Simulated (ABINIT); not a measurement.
Planning a run of ABINIT 10.8.3 on MgO (Periclase). The input:

```
acell 3*1.0 Angstrom
rprim 
  -0.000000000000 2.108500000000 2.108500000000
  2.108500000000 0.000000000000 2.108500000000
  2.108500000000 2.108500000000 0.000000000000
ntypat 2
znucl 12 8
natom 2
typat 1 2
xred 
  0.000000000000 0.000000000000 0.000000000000
  0.500000000000 0.500000000000 0.500000000000
pp_dirpath "pseudos"
pseudos "Mg.upf, O.upf"
ecut 38
ngkpt 10 10 10
nshiftk 1
shiftk 0 0 0
kptopt 1
chksymbreak 0
istwfk *1
occopt 1
irdwfk 1
optdriver 99
bs_calctype 1
mbpt_sciss 2.141 eV
bs_loband 6
nband 9
bs_exchange_term 1
bs_coulomb_term 21
bs_coupling 0
bs_algorithm 1
bs_freq_mesh 0 10 0.1 eV
zcut 0.1 eV
ecuteps 3
ecutwfn 19
inclvkb 2
mdf_epsinf 3.2
irdden 1
indata_prefix "in"
outdata_prefix "out"
tmpdata_prefix "tmp"
```

The database entry behind the starting cell differs from later determinations by our own check (about 0.1 % long), so it need not match the best structure at ambient conditions.

```sh
OMP_NUM_THREADS=1 mpirun -n 8 abinit run.abi > log
```

Q: Estimate wall time and host memory on 8 MPI ranks of Arm Neoverse N1, shared host.

It took 3.5 min; on shared hardware allow 1.8 min to 7.1 min. Peak host memory was 0.79 GiB.

The kernel grows as the square of the matrix size, and full diagonalisation as its cube.

[Paths, hosts, dates, memory and timing lines, banners, echoed tables and standing remarks are left out of the program output.]

[Logs are printed without paths, hosts, clocks, repeated set-up lines and the standing remarks that a program may print on its own settings, such as how far it seeks lower states.]

[Runs of the session that timed out or met a known fault of the program may be left out.]

[Hosts, paths, dates, database ids (printed as entryN), source tags and the programs' standing remarks are cut or masked in the printed files.]

[G0W0 gaps are taken among the corrected bands and points alone; a level outside them can change the order at an edge.]

[Where Ansatz stands beside ABINIT at settings called matched, ABINIT's density can come from a denser mesh and the files from another edition; pairs whose starting gaps differed by over 0.03 eV were left out, so agreement reads better than it is.]
